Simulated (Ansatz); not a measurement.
## S on Hf(0001): change of the work function

Aim: the work function of Hf(0001) at several coverages of S (fcc site), and the dipole that each adsorbate carries.

Program: Ansatz 0.2.0. Level of theory: plane-wave DFT, PBEsol, Ansatz PAW, in the first sound run; inputs show where later runs differ. Results are calculated unless marked as measured.

## Step 1: The starting structure

The cell holds 4 atoms: 4 Hf. Its edges and angles: a = 3.200 Å, b = 3.200 Å, c = 25.594 Å, α = 90.0°, β = 90.0°, γ = 60.0°. Vacuum lies along c.

## Step 2: The clean slab

The bare slab comes first, as the zero from which every change is counted. The two lowest layers are held at bulk places and the upper ones relax. The dipole correction removes the false field that a one-sided slab makes across the periodic vacuum, so each face gets a flat vacuum level of its own.

input.yaml reads:

```yaml
crystal:
  lattice:
    - [3.2, 0.0, 0.0]
    - [1.6, 2.7712812921, 0.0]
    - [0.0, 0.0, 25.5936]
  atoms:
    - { symbol: Hf, position: [0.6666666667, 0.6666666667, 0.3516504126] }
    - { symbol: Hf, position: [0.0, 0.0, 0.4505501375] }
    - { symbol: Hf, position: [0.6666666667, 0.6666666667, 0.5494498625] }
    - { symbol: Hf, position: [0.0, 0.0, 0.6483495874] }
kpoints:
  mp_grid: { grid: [11, 11, 1] }
hamiltonian:
  xc: pbesol
scf:
  occupations: { method: fermi_dirac, width: 0.1 }
  convergence: { dr2_threshold: 1.0e-08 }
efield:
  axis: 3
  dipole_correction: true
  ramp_position: 0.97
  ramp_width: 0.06
relax:
  f_tol: 0.02
  max_steps: 60
  constraints: [{ sites: [0, 1] }]
output:
  write_potential: true
  write_density: true
  volumetric_format: npy
```

Launch:

```sh
> ansatz run input.yaml --threads 4 --pin off --max-ram 12288MiB --backend cpu --events-out ev --progress --plain --runs-dir out
```

Numbers of over 12 decimals in the logs are rounded to 6 here.

The log of the run:

```text
Engine: ansatz 0.2.0, aarch64-unknown-linux-gnu
Pseudopotentials: kind: paw
Pseudopotential: Hf, paw, valence charge 26, recommended cutoff 420 eV (normal), Hf.paw.azcp
Functional definition: PBEsol
  exchange = pbesol_x
  correlation = pbesol_c
Crystal: 4 atoms, lattice volume = 226.967 Å³
Basis set: ecut = 420 eV, 4501 PW (Γ), exchange–correlation on 48×48×360 points (8 copies of the dense FFT grid, shifted against one another)
Bands: 63, of which v1, the nominal top of the filled ones, is band 52 counted from 1 (51 counted from 0)
Symmetry: 6 space group operations
k-points: 16 of 121 (time reversal used)
Non-local potential: Hf, projectors of the file, l = 0: 3, l = 1: 2, l = 2: 2, l = 3: 3
PAW form: soft (Blöchl's): semilocal exchange-correlation on the pseudo side does not see the compensation charge
PAW frozen core: Hf, regenerated for the run's functional, and the local potential with it (the file was generated under x = pbe(κ = 0.804, μ = 0.219515), c = pbe(β = 0.066725))
PAW one-centre angular grid: Hf, 590 points (default); XC on 64 Gauss nodes
Initial density: superposition of atomic densities (neutral atoms: chi_scale 0, normalization atom), corrected by the library's trained network
Initial wavefunctions: pseudopotential atomic-orbital guess
Functional: x = pbesol(κ = 0.804, μ = 0.123457), c = pbesol(β = 0.046)
SCF iter   1: F=—  HF=-62389.974376 eV  |F-HF|=—  |Δ(HF+E_count)|=         —  Δρ=7.48e-3  dr2=3.00e0  ethr=1.77e-3  p=0.000 e·Å  D=2.71e-14 V/Å  ΔV_dip=-0.00 eV  dr2_dipole=1.76e-8  V_vac-E_F(+/−)=4.62/4.62 eV  ⟨swp⟩=5.5  Hψ=3316  notcnv=0
efield: sawtooth ramp at fractional position 0.9700 (set: `efield.ramp_position`, or a place that a band, a saddle search or an elastic batch's reference lends), width 0.0600; the density the first Hamiltonian is built on has a dipole p = 0.000 e·Å; the dipole correction subtracts the counter field D = 2.71e-14 V/Å, which shifts the + side's vacuum level by -0.00 eV against the − side's; the planar-averaged density in the ramp window peaks in size at 2.6e-5 e/Å³
preconditioner: auto → LDOS  [metal: Δε(μ)=0.007 eV  Ē_g=17.039 eV  σ=0.100 eV  W_gap=0.02  n_scr=60 (ndim 8)  ℏωp=24.1 eV  f_vac=0.553  D(μ)=6.13/eV (n_scr^D=18)  β→1.0]
SCF iter   2: F=—  HF=-62389.899409 eV  |F-HF|=—  |Δ(HF+E_count)|=   7.50e-2  Δρ=2.58e-3  dr2=1.12e-1  ethr=1.77e-3  p=0.000 e·Å  D=1.61e-5 V/Å  ΔV_dip=-0.00 eV  dr2_dipole=3.58e-9  V_vac-E_F(+/−)=4.41/4.41 eV  ⟨swp⟩=2.0  Hψ=1285  notcnv=0  defer=4
SCF iter   3: F=—  HF=-62389.893549 eV  |F-HF|=—  |Δ(HF+E_count)|=   5.86e-3  Δρ=1.43e-3  dr2=1.69e-2  ethr=1.08e-4  p=0.000 e·Å  D=3.67e-6 V/Å  ΔV_dip=-0.00 eV  dr2_dipole=1.52e-7  V_vac-E_F(+/−)=4.46/4.46 eV  ⟨swp⟩=2.0  Hψ=1943  notcnv=0  defer=4
SCF iter   4: F=—  HF=-62389.891351 eV  |F-HF|=—  |Δ(HF+E_count)|=   2.20e-3  Δρ=3.35e-4  dr2=1.14e-3  ethr=1.62e-5  p=0.000 e·Å  D=3.18e-6 V/Å  ΔV_dip=-0.00 eV  dr2_dipole=4.80e-10  V_vac-E_F(+/−)=4.44/4.44 eV  ⟨swp⟩=2.0  Hψ=1806  notcnv=0  defer=4
SCF iter   5: F=—  HF=-62389.891379 eV  |F-HF|=—  |Δ(HF+E_count)|=   2.83e-5  Δρ=1.48e-4  dr2=8.72e-5  ethr=1.10e-6  p=0.000 e·Å  D=2.26e-6 V/Å  ΔV_dip=-0.00 eV  dr2_dipole=3.41e-9  V_vac-E_F(+/−)=4.44/4.44 eV  ⟨swp⟩=2.0  Hψ=1571  notcnv=0  defer=4
SCF iter   6: F=—  HF=-62389.891408 eV  |F-HF|=—  |Δ(HF+E_count)|=   2.89e-5  Δρ=5.95e-5  dr2=1.18e-5  ethr=8.39e-8  p=0.000 e·Å  D=1.58e-6 V/Å  ΔV_dip=-0.00 eV  dr2_dipole=4.39e-10  V_vac-E_F(+/−)=4.44/4.44 eV  ⟨swp⟩=2.2  Hψ=1663  notcnv=0  defer=4
SCF iter   7: F=—  HF=-62389.891427 eV  |F-HF|=—  |Δ(HF+E_count)|=   1.88e-5  Δρ=2.01e-5  dr2=9.86e-7  ethr=1.14e-8  p=0.000 e·Å  D=8.52e-7 V/Å  ΔV_dip=-0.00 eV  dr2_dipole=8.99e-11  V_vac-E_F(+/−)=4.43/4.43 eV  ⟨swp⟩=2.6  Hψ=1839  notcnv=0  defer=4
SCF iter   8: F=—  HF=-62389.891294 eV  |F-HF|=—  |Δ(HF+E_count)|=   1.33e-4  Δρ=7.94e-6  dr2=3.69e-7  ethr=9.48e-10  p=0.000 e·Å  D=4.88e-7 V/Å  ΔV_dip=-0.00 eV  dr2_dipole=6.12e-11  V_vac-E_F(+/−)=4.43/4.43 eV  ⟨swp⟩=2.3  Hψ=1910  notcnv=0  defer=4
SCF iter   9: F=—  HF=-62389.891294 eV  |F-HF|=—  |Δ(HF+E_count)|=   3.31e-7  Δρ=2.86e-6  dr2=1.85e-8  ethr=3.55e-10  p=0.000 e·Å  D=3.11e-7 V/Å  ΔV_dip=-0.00 eV  dr2_dipole=5.53e-12  V_vac-E_F(+/−)=4.43/4.43 eV  ⟨swp⟩=2.0  Hψ=1595  notcnv=0  defer=4
SCF iter  10: F=-62389.891294 eV  HF=-62389.891294 eV  |F-HF|=2.38e-8  |Δ(HF+E_count)|=   8.04e-8  Δρ=1.25e-6  dr2=3.98e-9  ethr=9.62e-12  p=0.000 e·Å  D=1.93e-7 V/Å  ΔV_dip=-0.00 eV  dr2_dipole=9.66e-16  V_vac-E_F(+/−)=4.43/4.43 eV  ⟨swp⟩=9.9  Hψ=8037  notcnv=0
SCF 1 converged in 10 iterations: F = -62389.891294 eV  dr2 = 3.98e-9
  greatest PAW one-centre occupation: 0.998 electrons in one spin orbital (limit 2), on the Hf atom at site 0 (counted from 0), in its partial waves of l = 3
relax step   1: F+E_penalty+E_count = -62389.89129406 eV  Δ(F+E_penalty+E_count) = +0.000e0 eV  max|allowed force component| = 8.354e-1 eV/Å  Δτ_max = 0.0000 Å  (10 SCF iters, accepted)
Initial density: handed on by an earlier stage of this run
Initial wavefunctions: those handed on with the density
iter 1 solved again at ethr=1.52e-3 eV; its pass at ethr=3.10e-3 eV (dr2=1.58e0 eV) is discarded
SCF iter   1: F=—  HF=-62390.088606 eV  |F-HF|=—  |Δ(HF+E_count)|=         —  Δρ=8.47e-3  dr2=1.70e0  ethr=1.52e-3  p=0.000 e·Å  D=1.91e-7 V/Å  ΔV_dip=-0.00 eV  dr2_dipole=1.77e-1  V_vac-E_F(+/−)=4.46/4.46 eV  ⟨swp⟩=1.0  Hψ=3349  notcnv=0  defer=5
efield: sawtooth ramp at fractional position 0.9700 (set: `efield.ramp_position`, or a place that a band, a saddle search or an elastic batch's reference lends), width 0.0600; the density the first Hamiltonian is built on has a dipole p = 0.000 e·Å; the dipole correction subtracts the counter field D = 1.91e-7 V/Å, which shifts the + side's vacuum level by -0.00 eV against the − side's; the planar-averaged density in the ramp window peaks in size at 1.3e-7 e/Å³
preconditioner: auto → LDOS  [metal: Δε(μ)=0.059 eV  Ē_g=17.070 eV  σ=0.100 eV  W_gap=0.15  n_scr=60 (ndim 8)  ℏωp=24.1 eV  f_vac=0.561  D(μ)=4.99/eV (n_scr^D=16)  β→1.0]
SCF iter   2: F=—  HF=-62389.999216 eV  |F-HF|=—  |Δ(HF+E_count)|=   8.94e-2  Δρ=5.90e-3  dr2=3.64e-1  ethr=1.52e-3  p=0.015 e·Å  D=1.19e-2 V/Å  ΔV_dip=-0.31 eV  dr2_dipole=2.10e-5  V_vac-E_F(+/−)=4.13/4.44 eV  ⟨swp⟩=3.1  Hψ=1664  notcnv=0  defer=5
SCF iter   3: F=—  HF=-62389.958338 eV  |F-HF|=—  |Δ(HF+E_count)|=   4.09e-2  Δρ=2.39e-3  dr2=3.66e-2  ethr=3.50e-4  p=0.007 e·Å  D=5.90e-3 V/Å  ΔV_dip=-0.15 eV  dr2_dipole=8.64e-4  V_vac-E_F(+/−)=4.30/4.45 eV  ⟨swp⟩=2.9  Hψ=2067  notcnv=0  defer=8
[...]
SCF iter   6: F=—  HF=-62389.985412 eV  |F-HF|=—  |Δ(HF+E_count)|=   1.17e-5  Δρ=3.02e-5  dr2=4.28e-6  ethr=1.01e-7  p=0.003 e·Å  D=2.58e-3 V/Å  ΔV_dip=-0.07 eV  dr2_dipole=9.17e-7  V_vac-E_F(+/−)=4.39/4.45 eV  ⟨swp⟩=2.1  Hψ=1583  notcnv=0  defer=7
SCF iter   7: F=—  HF=-62389.985288 eV  |F-HF|=—  |Δ(HF+E_count)|=   1.24e-4  Δρ=1.16e-5  dr2=6.72e-7  ethr=4.12e-9  p=0.003 e·Å  D=2.43e-3 V/Å  ΔV_dip=-0.06 eV  dr2_dipole=5.59e-9  V_vac-E_F(+/−)=4.39/4.45 eV  ⟨swp⟩=2.3  Hψ=1744  notcnv=0  defer=7
SCF iter   8: F=—  HF=-62389.985288 eV  |F-HF|=—  |Δ(HF+E_count)|=   4.90e-7  Δρ=4.38e-6  dr2=2.57e-7  ethr=6.46e-10  p=0.003 e·Å  D=2.34e-3 V/Å  ΔV_dip=-0.06 eV  dr2_dipole=4.78e-8  V_vac-E_F(+/−)=4.39/4.45 eV  ⟨swp⟩=2.2  Hψ=1619  notcnv=0  defer=7
SCF iter   9: F=—  HF=-62389.985288 eV  |F-HF|=—  |Δ(HF+E_count)|=   4.94e-8  Δρ=1.63e-6  dr2=2.05e-8  ethr=2.47e-10  p=0.003 e·Å  D=2.30e-3 V/Å  ΔV_dip=-0.06 eV  dr2_dipole=2.76e-10  V_vac-E_F(+/−)=4.39/4.45 eV  ⟨swp⟩=2.6  Hψ=1611  notcnv=0  defer=7
SCF iter  10: F=-62389.985288 eV  HF=-62389.985288 eV  |F-HF|=1.68e-9  |Δ(HF+E_count)|=   1.28e-8  Δρ=8.68e-7  dr2=3.76e-9  ethr=9.62e-12  p=0.003 e·Å  D=2.28e-3 V/Å  ΔV_dip=-0.06 eV  dr2_dipole=5.57e-12  V_vac-E_F(+/−)=4.39/4.45 eV  ⟨swp⟩=10.7  Hψ=8216  notcnv=0
SCF 3 converged in 10 iterations: F = -62389.985288 eV  dr2 = 3.76e-9
relax step   3: F+E_penalty+E_count = -62389.98528848 eV  Δ(F+E_penalty+E_count) = -3.274e-2 eV  max|allowed force component| = 1.518e-1 eV/Å  Δτ_max = 0.0745 Å  (10 SCF iters, accepted)
SCF iter   1: F=—  HF=-62389.988183 eV  |F-HF|=—  |Δ(HF+E_count)|=         —  Δρ=8.59e-4  dr2=3.04e-2  ethr=2.91e-4  p=0.003 e·Å  D=2.28e-3 V/Å  ΔV_dip=-0.06 eV  dr2_dipole=6.63e-3  V_vac-E_F(+/−)=4.39/4.45 eV  ⟨swp⟩=2.0  Hψ=1439  notcnv=0  defer=7
efield: sawtooth ramp at fractional position 0.9700 (set: `efield.ramp_position`, or a place that a band, a saddle search or an elastic batch's reference lends), width 0.0600; the density the first Hamiltonian is built on has a dipole p = 0.003 e·Å; the dipole correction subtracts the counter field D = 2.28e-3 V/Å, which shifts the + side's vacuum level by -0.06 eV against the − side's; the planar-averaged density in the ramp window peaks in size at 1.3e-7 e/Å³
preconditioner: auto → LDOS  [metal: Δε(μ)=0.039 eV  Ē_g=17.013 eV  σ=0.100 eV  W_gap=0.10  n_scr=60 (ndim 8)  ℏωp=24.1 eV  f_vac=0.557  D(μ)=5.48/eV (n_scr^D=16)  β→1.0]
SCF iter   2: F=—  HF=-62389.987129 eV  |F-HF|=—  |Δ(HF+E_count)|=   1.05e-3  Δρ=5.04e-4  dr2=1.90e-3  ethr=2.92e-5  p=0.004 e·Å  D=2.79e-3 V/Å  ΔV_dip=-0.07 eV  dr2_dipole=1.31e-5  V_vac-E_F(+/−)=4.38/4.45 eV  ⟨swp⟩=2.0  Hψ=1229  notcnv=0  defer=7
SCF iter   3: F=—  HF=-62389.986982 eV  |F-HF|=—  |Δ(HF+E_count)|=   1.47e-4  Δρ=2.76e-4  dr2=4.66e-4  ethr=1.83e-6  p=0.003 e·Å  D=2.63e-3 V/Å  ΔV_dip=-0.07 eV  dr2_dipole=9.03e-7  V_vac-E_F(+/−)=4.39/4.45 eV  ⟨swp⟩=2.0  Hψ=1771  notcnv=0  defer=7
SCF iter   4: F=—  HF=-62389.986893 eV  |F-HF|=—  |Δ(HF+E_count)|=   8.85e-5  Δρ=4.97e-5  dr2=1.58e-5  ethr=4.48e-7  p=0.003 e·Å  D=2.75e-3 V/Å  ΔV_dip=-0.07 eV  dr2_dipole=7.87e-9  V_vac-E_F(+/−)=4.38/4.45 eV  ⟨swp⟩=2.0  Hψ=1744  notcnv=0  defer=7
SCF iter   5: F=—  HF=-62389.986903 eV  |F-HF|=—  |Δ(HF+E_count)|=   1.02e-5  Δρ=2.10e-5  dr2=4.05e-6  ethr=1.52e-8  p=0.004 e·Å  D=2.83e-3 V/Å  ΔV_dip=-0.07 eV  dr2_dipole=1.16e-6  V_vac-E_F(+/−)=4.38/4.45 eV  ⟨swp⟩=2.0  Hψ=1610  notcnv=0  defer=7
SCF iter   6: F=—  HF=-62389.986775 eV  |F-HF|=—  |Δ(HF+E_count)|=   1.28e-4  Δρ=5.84e-6  dr2=1.54e-7  ethr=3.89e-9  p=0.004 e·Å  D=2.86e-3 V/Å  ΔV_dip=-0.07 eV  dr2_dipole=7.40e-8  V_vac-E_F(+/−)=4.38/4.45 eV  ⟨swp⟩=2.1  Hψ=1471  notcnv=0  defer=7
SCF iter   7: F=—  HF=-62389.986775 eV  |F-HF|=—  |Δ(HF+E_count)|=   2.09e-7  Δρ=2.04e-6  dr2=1.36e-8  ethr=1.48e-10  p=0.004 e·Å  D=2.89e-3 V/Å  ΔV_dip=-0.07 eV  dr2_dipole=4.25e-9  V_vac-E_F(+/−)=4.38/4.45 eV  ⟨swp⟩=2.2  Hψ=1687  notcnv=0  defer=7
SCF iter   8: F=-62389.986775 eV  HF=-62389.986775 eV  |F-HF|=2.38e-9  |Δ(HF+E_count)|=   2.26e-8  Δρ=6.67e-7  dr2=6.91e-9  ethr=9.62e-12  p=0.004 e·Å  D=2.90e-3 V/Å  ΔV_dip=-0.07 eV  dr2_dipole=1.74e-9  V_vac-E_F(+/−)=4.38/4.45 eV  ⟨swp⟩=10.2  Hψ=8120  notcnv=0
SCF 4 converged in 8 iterations: F = -62389.986775 eV  dr2 = 6.91e-9
relax step   4: F+E_penalty+E_count = -62389.98677525 eV  Δ(F+E_penalty+E_count) = -1.487e-3 eV  max|allowed force component| = 1.734e-2 eV/Å  Δτ_max = 0.0171 Å  (8 SCF iters, accepted)
NSCF: frozen V_eff on 16 k-points
the band table was solved once a step of the walk had ended and its energy, with any forces and stress, was formed, with the checks that follow a solve (4626 applications of the Hamiltonian). They found nothing against the state; the energy, forces and stress were not computed again (output.eigenvalues in the input reference)
WARN: The output density's exchange-correlation potential varies sharply where the density is thin. Do not read a vacuum level from v_tot or v_xc, or from such a field of the output density. On a cell that repeats whose density bears no net charge and no dipole along the vacuum's axis use v_es (v_loc + v_h of the components); under efield.dipole_correction with no amplitude use v_es + v_field, which holds any externa [...]
SCF converged after 8 iterations
Free energy (F): -62389.986775 eV
Harris-Foulkes:  -62389.986775 eV  (|F-HF|=2.38e-9)
Internal energy: -62389.805389 eV  (E = F + TS)
E sigma→0 (E₀):  -62389.896082 eV
Entropy (-TS):   -0.181386 eV (-45.346 meV/atom)
Fermi energy:    5.209116 eV
Dipole field:    D = 0.002847 V/Å  (p = 0.003571 e·Å, saw-weighted, corrected)
Work function:   Φ+ = 4.3799 eV   Φ− = 4.4528 eV
Levels:          The Fermi level and band energies are counted from a zero that moves with the ramp; work functions are not
--- Per-component energies (eV) ---
  E_band       = -1381.872035
  E_kinetic    = 1695.040709
  E_local      = -201465.090014  (includes V_loc(G=0)·N_el)
  E_nonlocal   = -4955.113991
  E_hartree    = 99363.510301
  E_xc         = -1188.174700
  E_vxc        = -1060.010989  (∫ρ·V_xc dr)
  E_paw        = -27228.835390  (= ΣΔE_a)
  E_vpaw       = 5676.277630  (= ΣTr[D̂ρ^β])
  E_aug_tail   = -0.000005  (compensation charges beyond the density's cutoff)
  E_efield     = 0.000005  (sawtooth field / dipole correction)
  E_vefield    = 0.008284  (∫n·V_field dr)
  E_ewald      = 71383.853329
  E_core_change = 5.004366  (= ΣΔE_core)
  E_smearing   = -0.181386  (= −TS)
  E_closure    = 0.000000  (closes the sum)
  Σ components = -62389.986775   (vs F -62389.986775, Δ=0.00e0)
--- Forces (eV/Å), atoms counted from 1 ---
  atom   1  Hf    -0.00000000     0.00000000     0.90013291
  atom   2  Hf     0.00000000    -0.00000000    -0.88841180
  atom   3  Hf    -0.00000000     0.00000000    -0.01733825
  atom   4  Hf     0.00000000    -0.00000000     0.00566229
  max |Σ_I F_I| component: 4.52e-5 eV/Å
--- Band table (eV; the first three rows and the last of 16) ---
  k-point 0: bands = [... 48 lower, 4.9863, 5.2374, 5.7401, 5.9959, 6.2063, 6.2063, 6.3168, 6.3168, ... 7 higher]
  k-point 1: bands = [... 48 lower, 4.8782, 5.1667, 5.5192, 5.7660, 6.0282, 6.1069, 6.3889, 6.4347, ... 7 higher]
  k-point 2: bands = [... 48 lower, 4.5029, 4.7976, 4.9872, 5.3689, 5.5244, 5.8859, 6.2654, 6.5652, ... 7 higher]
  k-point 15: bands = [... 48 lower, 3.7945, 4.1738, 4.2933, 5.0136, 5.1961, 5.4670, 5.4815, 5.6903, ... 7 higher]
--- Relaxed structure (4 steps of the walk, 4 accepted, 0 SCFs on fresh bases) ---
  F+E_penalty+E_count = -62389.98677525 eV   max|allowed force component| = 1.734e-2 eV/Å
  atoms:
    - { symbol: Hf, position: [0.666667, 0.666667, 0.3516504126] }
    - { symbol: Hf, position: [0.0, 0.0, 0.4505501375] }
    - { symbol: Hf, position: [0.666667, 0.666667, 0.551250] }
    - { symbol: Hf, position: [0, 0, 0.642183] }
```

It took 24 s on 4 threads of Arm Neoverse V2, shared host; peak memory 0.68 GiB.

Step by step:

```csv
step,energy less that of the first step (eV),largest force component (eV/Å)
1,0.0000,0.8354
2,-0.0613,0.8080
3,-0.0940,0.1518
4,-0.0955,0.0173
```

Forces are held to the 6 operations that the run works with; a distortion that breaks them can't arise in this run.

The atoms that moved most (Å):

```csv
atom,dx,dy,dz,length
Hf4,0.000,0.000,-0.158,0.158
Hf3,0.000,0.000,0.046,0.046
```

This step gave:

* energy at zero smearing: -62389.8961 eV
* work function, upper face: 4.380 eV
* work function, lower face: 4.453 eV
* dipole along the normal: 0.003571 e·Å
* step between the vacuum levels: -0.07287 eV

Running mean over 2.5312 Å of the planar mean; the ramp of the sawtooth is left out. Table of electron's electrostatic potential energy less the Fermi level by z:

z (Å), electron's electrostatic potential energy less the Fermi level (eV) and a bar from the least value:
```
      3.0       4.45 ##############################
      3.5       4.45 ##############################
      4.0       4.45 ##############################
      4.5       4.45 ##############################
      5.0       4.43 ##############################
      5.5       4.37 ##############################
      6.0       4.21 #############################
      6.5       3.73 ############################
      7.0       2.40 #########################
      7.5      -0.47 ##################
      8.0      -3.95 ##########
      8.5      -6.50 ####
      9.0      -7.30 ##
      9.5      -7.29 ###
     10.0      -7.18 ###
     10.5      -7.12 ###
     11.0      -7.13 ###
     11.5      -7.15 ###
     12.0      -7.09 ###
     12.5      -6.97 ###
     13.0      -6.93 ###
     13.5      -7.01 ###
     14.0      -7.20 ###
     14.5      -7.67 ##
     15.0      -8.28 
     15.5      -8.37 
     16.0      -7.92 #
     16.5      -7.38 ##
     17.0      -6.27 #####
     17.5      -3.53 ###########
     18.0      -0.08 ###################
     18.5       2.60 ##########################
     19.0       3.75 ############################
     19.5       4.17 #############################
     20.0       4.31 ##############################
     20.5       4.36 ##############################
     21.0       4.37 ##############################
     21.5       4.38 ##############################
     22.0       4.38 ##############################
     22.5       4.38 ##############################
```

The relaxation took 4 steps and lowered the energy by 0.095 eV; the largest force on the free atoms ends at 0.017 eV/Å.

The work function of the upper face is 4.38 eV.

[end of part 1 of 5]

[Logs are printed without paths, hosts, clocks, repeated set-up lines and the standing remarks that a program may print on its own settings, such as how far it seeks lower states.]

[Hosts, paths, dates, database ids (printed as entryN), source tags and the programs' standing remarks are cut or masked in the printed files.]

[Maps of the electrostatic potential energy from Ansatz leave out the sawtooth potential of an applied field or a dipole correction, so their vacuum need not be flat; planar profiles and work functions include it.]
